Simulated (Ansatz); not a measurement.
# Lattice dynamics of TiGe (model cell, started as zinc blende), part 2 of 2

Wanted: vibrations and spectra of TiGe (model cell, started as zinc blende); the cell is already relaxed. After the zone centre comes a 4×4×4 q mesh on a 12×12×12 k mesh.

Ansatz 0.2.0; DFT PBE, scalar-relativistic, plane waves, PAW.

So far. Step 2 (Modes at Γ): Before it was imposed, the acoustic sum rule was missed by 4.0e-5 eV/Å². Small misses are needed for a sound result but don't prove that mesh and cutoff are converged. The lowest optical mode is real, 243 cm⁻¹.

The structure was built from a prototype and need not be the compound's stable phase.

### Step 3. The dispersion

Stability and thermal properties need the whole zone. Linear response on a 4×4×4 q mesh gives force constants as far as a supercell of that size would.

input.yaml reads:

```yaml
crystal:
  lattice:
    - [0.0, 2.9230550389, 2.9230550389]
    - [2.9230550389, 0.0, 2.9230550389]
    - [2.9230550389, 2.9230550389, 0.0]
  atoms:
    - { symbol: Ti, position: [0.0, 0.0, 0.0] }
    - { symbol: Ge, position: [0.25, 0.25, 0.25] }
kpoints:
  mp_grid: { grid: [12, 12, 12] }
hamiltonian:
  xc: pbe
scf:
  occupations: { method: gaussian, width: 0.01 }
output:
  eigenvalues: true
phonons:
  method: dfpt
  qmesh: [4, 4, 4]
  temperatures: { t_max: 1000, t_step: 50 }
  qpath:
    path:
      - [[0.0, 0.0, 0.0], [-0.5, -0.5, 0.0], [-0.375, -0.375, 0.25]]
      - [[-0.375, 0.0, 0.375], [0.0, 0.0, 0.0], [0.0, 0.0, 0.5], [-0.5, -0.25, 0.25], [-0.5, -0.5, 0.0]]
    npoints: 10
```

Started as:

```bash
> ansatz run input.yaml --threads 4 --pin off --max-ram 7168MiB --backend cpu --events-out ev --progress --plain --runs-dir out
```

Numbers of over 12 decimals in the logs are rounded to 6 here.

Output:

```text
Warning: phonons: the dynamical matrix that this run interpolates holds no multipole term above the dipole-dipole one, and a site of this crystal is no centre of inversion, so its interpolated transverse optical and acoustic branches and sound speeds can stay off near Gamma, and the density of states and the thermodynamics with them. What a run solves at a wave vector of phonons.qpoints, Gamma apart, where the deck admits one, is free of this, and under fd what a larger phonons.supercell samples
[...]
Crystal: 2 atoms, lattice volume = 49.951 Å³
Basis set: ecut = 420 eV, 941 PW (Γ), exchange–correlation on 60×60×60 points (8 copies of the dense FFT grid, shifted against one another)
Bands: 17, of which v1, the nominal top of the filled ones, is band 13 counted from 1 (12 counted from 0)
Symmetry: 24 space group operations
k-points: 72 of 1728 (time reversal used)
[...]
SCF iter   1: F=—  HF=-6793.814259 eV  |F-HF|=—  |Δ(HF+E_count)|=         —  Δρ=6.07e-3  dr2=2.91e-2  ethr=1.77e-3  ⟨swp⟩=5.4  Hψ=5349  notcnv=0
[...]
SCF iter   8: F=-6793.810804 eV  HF=-6793.810804 eV  |F-HF|=5.46e-12  |Δ(HF+E_count)|=  1.82e-12  Δρ=1.05e-7  dr2=5.64e-12  ethr=1.00e-12  ⟨swp⟩=5.2  Hψ=4619  notcnv=0
SCF 1 converged in 8 iterations: F = -6793.810804 eV  dr2 = 5.64e-12
[...]
iter 1 solved again at ethr=4.20e-8 eV; its pass at ethr=3.10e-3 eV (dr2=1.09e-5 eV) is discarded
SCF iter   1: F=—  HF=-6793.810806 eV  |F-HF|=—  |Δ(HF+E_count)|=         —  Δρ=2.70e-7  dr2=3.95e-11  ethr=4.20e-8  ⟨swp⟩=3.0  Hψ=8688  notcnv=0
eigensolver tolerance schedule: the retry pair's looser diagonalisation over-reported the residual by 276475.78 of it (diagonalisation noise at an unbounded share of the residual, at the tolerance the schedule requests for it); recorded, not acted on — ethr = c·dr2/N_el stays at c = 1.0e-1
[...]
SCF iter   2: F=—  HF=-6793.810804 eV  |F-HF|=—  |Δ(HF+E_count)|=   2.33e-6  Δρ=1.54e-7  dr2=1.12e-11  ethr=1.00e-12  ⟨swp⟩=3.5  Hψ=2882  notcnv=0
[...]
SCF iter   7: F=-6793.810804 eV  HF=-6793.810804 eV  |F-HF|=0.00e0  |Δ(HF+E_count)|=  9.09e-13  Δρ=4.27e-10  dr2=9.95e-17  ethr=1.00e-12  ⟨swp⟩=1.0  Hψ=2736  notcnv=0
SCF 2 converged in 7 iterations: F = -6793.810804 eV  dr2 = 9.95e-17
k-points: 280 of 1728 (irreducible under 4 space group operations, time reversal used)
[...]
SCF iter   2: F=-6793.810804 eV  HF=-6793.810804 eV  |F-HF|=9.09e-13  |Δ(HF+E_count)|=  2.82e-10  Δρ=2.90e-8  dr2=6.04e-13  ethr=1.00e-12  ⟨swp⟩=5.2  Hψ=15466  notcnv=0
SCF 3 converged in 2 iterations: F = -6793.810804 eV  dr2 = 6.04e-13
NSCF: frozen V_eff on 6 k-points
[...]
── the response to a field inside a basis, on 12×12×12 k-points: an SCF that follows is theirs, and a resumed run solves both again ──
Bands: 14, of which v1, the nominal top of the filled ones, is band 13 counted from 1 (12 counted from 0)
k-points: 182 of 1728 (irreducible under 6 space group operations, time reversal used)
[...]
Eigensolver: Dense (182 Hₖ)
SCF iter   1: F=—  HF=-6793.808841 eV  |F-HF|=—  |Δ(HF+E_count)|=         —  Δρ=1.25e-4  dr2=1.20e-6  ethr=1.00e-1
[...]
SCF iter   5: F=-6793.808843 eV  HF=-6793.808843 eV  |F-HF|=5.48e-10  |Δ(HF+E_count)|=   2.95e-8  Δρ=2.94e-6  dr2=1.88e-9  ethr=3.33e-10
SCF 1 converged in 5 iterations: F = -6793.808843 eV  dr2 = 1.88e-9
[...]
DFPT response loops at q = (0, 0, 0.25) (fractional): preconditioner auto → Resta (q_TF=auto, 2.447 Å⁻¹)  ε∞=15.6 (no band partly filled); β = 1.00, the filter's whole step (`scf.mixing.beta` (0.50) is not read by the response loops at its default; to damp them type it under 1.00, their step now; it binds the ground state too); Broyden in place of MSR1
[...]
SCF converged after 8 iterations
Free energy (F): -6793.810804 eV
[...]
Internal energy: -6793.810804 eV  (E = F + TS)
E sigma→0 (E₀):  -6793.810804 eV
Fermi energy:    7.151807 eV
[...]
--- Band table (eV; the first three rows and the last of 72) ---
  k-point 0: bands = [... 9 lower, -1.5469, 6.0925, 6.0925, 6.0925, 8.1286, 8.1286, 11.8806, 13.1769]
  k-point 1: bands = [... 9 lower, -1.4798, 5.9774, 6.1186, 6.1186, 8.1125, 8.1125, 11.7685, 12.9422]
  k-point 2: bands = [... 9 lower, -1.2874, 5.6789, 6.1863, 6.1863, 8.0835, 8.0835, 11.0716, 12.6197]
  k-point 71: bands = [... 9 lower, 0.1558, 5.2359, 5.7168, 6.8769, 7.2869, 8.1278, 8.5806, 9.0601]
--- Phonons (Γ-DFPT): 2 representative perturbations + reference (Σ response iterations 6) ---
  ASR residual: 3.857e-5 → 0.000e0 eV/Å²; symmetrization residual: 5.683e-6 eV/Å²
  ASR residual per site (eV/Å²): 3.86e-5 8.41e-6
  Γ frequencies (cm⁻¹): 0.00 0.00 0.00 243.07 243.07 243.07
  Unit cell's response to a homogeneous field: 3 representative field directions (Σ response iterations 15)
  ε∞ (high-frequency dielectric tensor):
       32.535980    -0.000000    -0.000000
       -0.000000    32.535980    -0.000000
       -0.000000    -0.000000    32.535980
  ε⁰ (static dielectric tensor): not given — the deck does not say what the cell's rigid motions are, and on a molecule in a box or a wire the rigid rotations would enter the sum over the modes at Γ. For a crystal or a slab, whose only rigid motions are the translations, set phonons.rigid_motions: translations.
  Born effective charges Z* (e; rows j = field, columns β = displacement):
    site 0:
         4.46820    0.00000    0.00000
         0.00000    4.46820    0.00000
        -0.00000    0.00000    4.46820
    site 1:
        -4.46820   -0.00000   -0.00000
        -0.00000   -4.46820   -0.00000
         0.00000   -0.00000   -4.46820
  Z* charge neutrality: 2.435e-3 e pre-enforcement
  solved inside a basis spanned on the 12×12×12 k-mesh, on 12×12×12 k-points, its susceptibility summed on 16×16×16: ε∞ is read to err by 1.2e-1, Z* by 2.3e-2 e; Z* is corrected for what the basis lacks
  optical modes at Γ without the LO–TO term, one row a degenerate level:
      ω (cm⁻¹)  modes    IR ((D/Å)²/amu)
        243.07      3            47.8930
  optical modes at Γ + LO–TO along q̂ = [1.0000, 0.0000, 0.0000]:
      ω (cm⁻¹)  modes    IR ((D/Å)²/amu)
        243.07      2            31.9286
        282.90      1            15.9643
  optical modes at Γ + LO–TO along q̂ = [0.0000, 1.0000, 0.0000]:
      ω (cm⁻¹)  modes    IR ((D/Å)²/amu)
        243.07      2            31.9286
        282.90      1            15.9643
  optical modes at Γ + LO–TO along q̂ = [0.0000, 0.0000, 1.0000]:
      ω (cm⁻¹)  modes    IR ((D/Å)²/amu)
        243.07      2            31.9286
        282.90      1            15.9643
--- Phonons (arbitrary-q DFPT): 8 irreducible q on the 4×4×4 mesh ---
  q = [0.0000, 0.0000, 0.0000] (star 1, of the zone-centre solve; hermiticity 1.81e-6, symmetrization 7.23e-13): -0.00 -0.00 0.00 243.07 243.07 243.07
  q = [0.0000, 0.0000, 0.2500] (star 8, 2 solved perturbations on 936 of 1728 k-point pairs; hermiticity 1.54e-6, symmetrization 8.72e-13): -23.01 -23.01 86.76 248.44 248.44 271.92
[...]
q = [0.0000, 0.2500, 0.2500] (star 6, 4 solved perturbations in 1608 linear systems a pass and spin channel, the states on 510 of 1728 k-point pairs; hermiticity 1.01e-6, symmetrization 5.20e-13): -29.41 -29.41 100.51 241.86 241.86 267.36
[...]
sum rule: each row above includes the acoustic sum rule's correction from the zone centre's row sums; it moved no ω² by more than (0.47 cm⁻¹)²
  mesh force constants: q→R imaginary residual 2.58e-18; ASR residual 3.857e-5 → 0.000e0 eV/Å²; symmetrization residual 5.329e-15 eV/Å²
  interpolated dispersion: 63 rows × 6 modes
  density of states and harmonic sums: on the 20×20×20 q-mesh, interpolated from the force constants of a 4×4×4 supercell (with the dipole–dipole term)
  largest difference from the sums on the solved wave vectors: F 4.43e-3 eV, S 5.77e-6 and C_V 1.48e-6 eV/K
  zero-point energy: 0.053801 eV/cell   skipped modes (ω ≤ 0): 513, of them read as no rigid motion or as one in doubt: 510 (2.000e0 modes/cell left out, lowest -37.68 cm⁻¹)   left out of the sums: 3.33e-1 of the cell's modes: C_V's classical limit lies that fraction below 3 k_B per atom; for a crystal, a wire or a layer, F and S can be off by more, and a phonons.interpolated_qmesh denser along its periods is the remedy for the sampling
```

It took 12 min on 4 threads of Arm Neoverse N1, shared host; peak memory 3.4 GiB.

This step gave:

| Property | Result |
| --- | --- |
| sum-rule residual before enforcement | 3.86e-5 eV/Å² |
| lowest frequency on the path | -37.85 cm⁻¹ |
| highest frequency on the path or at a solved wavevector | 282.9 cm⁻¹ |
| lowest mode on the q mesh (acoustic modes at Γ apart) | -32.61 cm⁻¹ |

Frequencies (cm⁻¹) solved at each irreducible wavevector; negative means imaginary. Frequencies by wavevector, by row:

| q in reciprocal lattice units | star | mode 1 | mode 2 | mode 3 | mode 4 | mode 5 | mode 6 |
| --- | --- | --- | --- | --- | --- | --- | --- |
| 0 0 0 | 1 | 0 | 0 | 0 | 243.1 | 243.1 | 243.1 |
| 0 0 0.25 | 8 | -23 | -23 | 86.8 | 248.4 | 248.4 | 271.9 |
| 0 0 -0.5 | 4 | -23.6 | -23.6 | 129.3 | 248.8 | 253.8 | 253.8 |
| 0 0.25 0.25 | 6 | -29.4 | -29.4 | 100.5 | 241.9 | 241.9 | 267.4 |
| 0 0.25 -0.5 | 24 | -32.6 | -24.9 | 152.4 | 234.9 | 242 | 245.6 |
| 0 0.25 -0.25 | 12 | -27.3 | -24.8 | 135.1 | 237.5 | 249.5 | 250.8 |
| 0 -0.5 -0.5 | 3 | -24.8 | -24.8 | 175.6 | 219 | 235.8 | 235.8 |
| 0.25 -0.5 -0.25 | 6 | -30.6 | -29.6 | 180.2 | 212.5 | 231.4 | 243.6 |

Interpolated from a 4×4×4 q mesh, with the LO-TO term (at Γ the limit along the path; where Γ stands inside the path, tables give the limit on arrival). The phonon branches at the labelled points (cm⁻¹):

| point | branch 1 | branch 2 | branch 3 | branch 4 | branch 5 | branch 6 |
| --- | --- | --- | --- | --- | --- | --- |
| Γ | 0 | 0 | 0 | 243 | 243 | 283 |
| halfway | -29 | -29 | 100 | 242 | 242 | 267 |
| X | -25 | -25 | 176 | 219 | 236 | 236 |
| halfway | -28 | -26 | 176 | 218 | 236 | 238 |
| U | -35 | -28 | 173 | 220 | 234 | 244 |
| jump to K | -35 | -28 | 173 | 220 | 234 | 244 |
| halfway | -26 | -11 | 104 | 243 | 250 | 265 |
| Γ | 0 | 0 | 0 | 243 | 243 | 283 |
| halfway | -23 | -23 | 87 | 248 | 248 | 272 |
| L | -24 | -24 | 129 | 249 | 254 | 254 |
| halfway | -36 | -24 | 152 | 234 | 242 | 250 |
| W | -31 | -30 | 180 | 212 | 231 | 244 |
| halfway | -28 | -28 | 178 | 216 | 234 | 240 |
| X | -25 | -25 | 176 | 219 | 236 | 236 |

The phonon branches as a text plot (rows in cm⁻¹):

```
    276 |******                  ************
    263 |      **               *            **
    249 |******  *       ***********************************
    236 |      *****************                    *************
    223 |           ********                            *     ***
    209 |                                                *****
    196 |
    183 |              **                                ******
    169 |           ***  ***                            *      **
    156 |         **        *                         **
    143 |        *           **                     **
    129 |                      *                ****
    116 |       *                             **
    103 |      *                *            *
     89 |                        *          *
     76 |    **                            *
     62 |   *                     **      *
     49 |
     36 |  *                        *    *
     22 | *                          *  *
      9 |
     -4 |*                      *********
    -18 | **                   *  ***    ***************
    -31 |   **********************                ***************
         Γ           X  U|K            Γ         L        W     X
```

Tetrahedra on a 20×20×20 mesh, mean over bins of 5 cm-1. Interpolated from a 4×4×4 q mesh. The phonon density of states by wavenumber; read off at these points:

| wavenumber (cm⁻¹) | phonon density of states (1/cm⁻¹/cell) |
| --- | --- |
| -38 | 0.0255 |
| -28 | 0.155 |
| -22 | 0.130 |
| -8 | 0.0017 |
| 8 | 1.0e-5 |
| 22 | 2.2e-4 |
| 38 | 5.2e-4 |
| 52 | 0.00106 |
| 68 | 0.00181 |
| 82 | 0.00285 |
| 98 | 0.00426 |
| 112 | 0.00629 |
| 132 | 0.0126 |
| 148 | 0.0133 |
| 162 | 0.0136 |
| 172 | 0.0149 |
| 178 | 0.00825 |
| 192 | 0 |
| 208 | 0 |
| 222 | 0.0165 |
| 238 | 0.0951 |
| 248 | 0.150 |
| 252 | 0.0716 |
| 268 | 0.0107 |
| 282 | 0.00278 |

The partial phonon density of states has structure finer than the step of the table below, so its rows give means over 10 cm⁻¹, whole bins alone (the curve runs from -47.6 to 301 cm⁻¹). Peaks (cm⁻¹: height): Ge -25.7: 0.111, 246.2: 0.0520; Ti -25.7: 0.0625, 246.2: 0.0935.

Phonopy on the run's constants, 17x17x17 mesh, Gaussian sigma 2.5 cm-1. Interpolated from a 4×4×4 q mesh. Partial phonon density of states against wavenumber; means over each step; values in 1/cm⁻¹/cell:

| wavenumber (cm⁻¹) | Ge | Ti |
| --- | --- | --- |
| -40 | 0.00964 | 0.00579 |
| -30 | 0.0649 | 0.0372 |
| -20 | 0.0490 | 0.0279 |
| -10 | 0.00318 | 0.00199 |
| 0 | 2.7e-4 | 1.7e-4 |
| 10 | 1.1e-6 | 1.1e-6 |
| 20 | 1.2e-4 | 7.7e-5 |
| 30 | 2.0e-4 | 1.3e-4 |
| 40 | 3.6e-4 | 2.3e-4 |
| 50 | 6.6e-4 | 4.2e-4 |
| 60 | 8.0e-4 | 5.0e-4 |
| 70 | 0.00131 | 8.1e-4 |
| 80 | 0.00161 | 9.7e-4 |
| 90 | 0.00214 | 0.00127 |
| 100 | 0.00313 | 0.00179 |
| 110 | 0.00359 | 0.00199 |
| 120 | 0.00510 | 0.00272 |
| 130 | 0.00783 | 0.00395 |
| 140 | 0.00884 | 0.00409 |
| 150 | 0.00942 | 0.00379 |
| 160 | 0.0102 | 0.00324 |
| 170 | 0.0116 | 0.00203 |
| 180 | 0.00478 | 3.3e-4 |
| 190 | 1.3e-5 | 0 |
| 200 | 0 | 6.0e-7 |
| 210 | 9.7e-5 | 0.00181 |
| 220 | 0.00181 | 0.0124 |
| 230 | 0.0119 | 0.0260 |
| 240 | 0.0383 | 0.0691 |
| 250 | 0.0374 | 0.0684 |
| 260 | 0.00598 | 0.0111 |
| 270 | 0.00371 | 0.00635 |
| 280 | 0.00206 | 0.00331 |
| 290 | 7.3e-5 | 1.1e-4 |

Second derivatives of the energy by pair, one row for each kind of neighbour of each atom listed. Each entry sums the pair over the periodic images of the supercell that the q mesh stands for, and in a polar crystal it holds the long-range dipole part too. Force constants by pair, by row:

| atom | neighbour | distance (Å) | third of the trace (eV/Å²) | along the pair's line (eV/Å²) |
| --- | --- | --- | --- | --- |
| Ti1 | itself | 0 | 7.162 | – |
| Ti1 | Ge | 2.531 | -1.691 | -4.913 |
| Ti1 | Ti | 4.134 | 0.0097 | -0.1622 |
| Ti1 | Ge | 4.847 | -0.0409 | 0.1136 |
| Ti1 | Ti | 5.846 | -0.0606 | -0.2197 |
| Ti1 | Ge | 6.371 | 0.0494 | 0.117 |
| Ti1 | Ti | 7.16 | -0.0171 | -0.0726 |
| Ge2 | itself | 0 | 6.643 | – |
| Ge2 | Ti | 2.531 | -1.691 | -4.913 |
| Ge2 | Ge | 4.134 | 0.0383 | -0.3663 |
| Ge2 | Ti | 4.847 | -0.0409 | 0.1136 |
| Ge2 | Ge | 5.846 | -0.0539 | -0.1014 |
| Ge2 | Ti | 6.371 | 0.0494 | 0.117 |
| Ge2 | Ge | 7.16 | -0.0127 | -0.0641 |

Symmetry leaves 8 wavevectors to solve. The lowest mode among them, the acoustic zeros apart, lies at q = (0, 0.25, -0.5) and is imaginary, 32.6i cm⁻¹, so the energy falls along it. Between them the interpolated path dips to 38i cm⁻¹.

### Step 4. Isotope substitution, element Ge, natural mass 72.63 amu

An isotope changes the mass and not the force constants, so no new electronic calculation is needed; the shifts show which modes move this element.

The same force constants with the mass of Ge changed from 72.630 to 75.921 u (phonopy, no LO-TO term). Both lists are sorted by frequency; levels can cross, so a row need not hold one and the same mode. Modes under 3 cm⁻¹ are left out. Isotope shifts, by row:

| q | rank | natural mass (cm⁻¹) | changed mass (cm⁻¹) |
| --- | --- | --- | --- |
| 0 0 0 | 4 | 243.1 | 241 |
| 0 0 0 | 5 | 243.1 | 241 |
| 0 0 0 | 6 | 243.1 | 241 |
| 0 0 0.25 | 1 | -23.01 | -22.69 |
| 0 0 0.25 | 2 | -23.01 | -22.69 |
| 0 0 0.25 | 3 | 86.76 | 85.55 |
| 0 0 0.25 | 4 | 248.4 | 246.4 |
| 0 0 0.25 | 5 | 248.4 | 246.4 |
| 0 0 0.25 | 6 | 271.9 | 269.7 |
| 0 0 -0.5 | 1 | -23.65 | -23.31 |
| 0 0 -0.5 | 2 | -23.65 | -23.31 |
| 0 0 -0.5 | 3 | 129.3 | 127.5 |
| 0 0 -0.5 | 4 | 248.8 | 246.9 |
| 0 0 -0.5 | 5 | 253.8 | 251.9 |
| 0 0 -0.5 | 6 | 253.8 | 251.9 |
| 0 0.25 0.25 | 1 | -29.41 | -29 |
| 0 0.25 0.25 | 2 | -29.41 | -29 |
| 0 0.25 0.25 | 3 | 100.5 | 99.09 |
| 0 0.25 0.25 | 4 | 241.9 | 239.9 |
| 0 0.25 0.25 | 5 | 241.9 | 239.9 |
| 0 0.25 0.25 | 6 | 267.4 | 265.2 |

A mode of this element alone would shift by -2.19 %. The highest zone-centre frequency without the field goes from 243.1 to 241.0 cm⁻¹ (-0.9 %). The product of the frequency ratios over all optical modes at Γ is 0.974; the product rule, (m/m′)^(3k/2) (M′/M)^(3/2) with k = 1 such atoms and M the mass of the cell, gives 0.974.

### Step 5. Another isotope, element Ti, natural mass 47.867 amu

The same for Ti, from 47.87 to 49.94 u.

The same force constants with the mass of Ti changed from 47.867 to 49.945 u (phonopy, no LO-TO term). Both lists are sorted by frequency; levels can cross, so a row need not hold one and the same mode. Modes under 3 cm⁻¹ are left out. Isotope shifts, by row:

| q | rank | natural mass (cm⁻¹) | changed mass (cm⁻¹) |
| --- | --- | --- | --- |
| 0 0 0 | 4 | 243.1 | 240 |
| 0 0 0 | 5 | 243.1 | 240 |
| 0 0 0 | 6 | 243.1 | 240 |
| 0 0 0.25 | 1 | -23.01 | -22.83 |
| 0 0 0.25 | 2 | -23.01 | -22.83 |
| 0 0 0.25 | 3 | 86.76 | 86.06 |
| 0 0 0.25 | 4 | 248.4 | 245.2 |
| 0 0 0.25 | 5 | 248.4 | 245.2 |
| 0 0 0.25 | 6 | 271.9 | 268.4 |
| 0 0 -0.5 | 1 | -23.65 | -23.47 |
| 0 0 -0.5 | 2 | -23.65 | -23.47 |
| 0 0 -0.5 | 3 | 129.3 | 128.3 |
| 0 0 -0.5 | 4 | 248.8 | 245.4 |
| 0 0 -0.5 | 5 | 253.8 | 250.4 |
| 0 0 -0.5 | 6 | 253.8 | 250.4 |
| 0 0.25 0.25 | 1 | -29.41 | -29.17 |
| 0 0.25 0.25 | 2 | -29.41 | -29.17 |
| 0 0.25 0.25 | 3 | 100.5 | 99.72 |
| 0 0.25 0.25 | 4 | 241.9 | 238.7 |
| 0 0.25 0.25 | 5 | 241.9 | 238.7 |
| 0 0.25 0.25 | 6 | 267.4 | 263.8 |

A mode of this element alone would shift by -2.10 %. The highest zone-centre frequency without the field goes from 243.1 to 240.0 cm⁻¹ (-1.3 %). The product of the frequency ratios over all optical modes at Γ is 0.963; the product rule, (m/m′)^(3k/2) (M′/M)^(3/2) with k = 1 such atoms and M the mass of the cell, gives 0.963.

### Step 6. Results

| Property | Result |
| --- | --- |
| space group (within 0.01 Å) | F-43m |
| volume per atom | 25.0 Å³ |
| gap on the k-mesh | 0.246 eV |
| highest optical mode at the zone centre (no LO-TO term) | 243 cm⁻¹ |
| lowest optical zone-centre mode | 243 cm⁻¹ |
| lowest mode on the q mesh (acoustic modes at Γ apart) | -32.6 cm⁻¹ |
| highest frequency on the path or at a solved wavevector | 283 cm⁻¹ |
| imaginary modes on the 4×4×4 q mesh | yes |

Modes are clearly imaginary (beyond 10i cm⁻¹) at 7 of the 8 irreducible wavevectors, most at q = (0, 0.25, -0.5) (32.6i cm⁻¹), so this structure is not a minimum of the energy. Without the field, the optical modes at Γ form one degenerate level at 243 cm⁻¹. The program warns that the interpolation holds no quadrupole term, so branches close to Γ can be off in this crystal. The starting cell was built on a prototype and not taken from a measurement, so the phase need not exist. These are harmonic frequencies at zero temperature: anharmonic shifts, linewidths and thermal expansion are left out.

[Logs are printed without paths, hosts, clocks, repeated set-up lines and the standing remarks that a program may print on its own settings, such as how far it seeks lower states.]

[Hosts, paths, dates, database ids (printed as entryN), source tags and the programs' standing remarks are cut or masked in the printed files.]
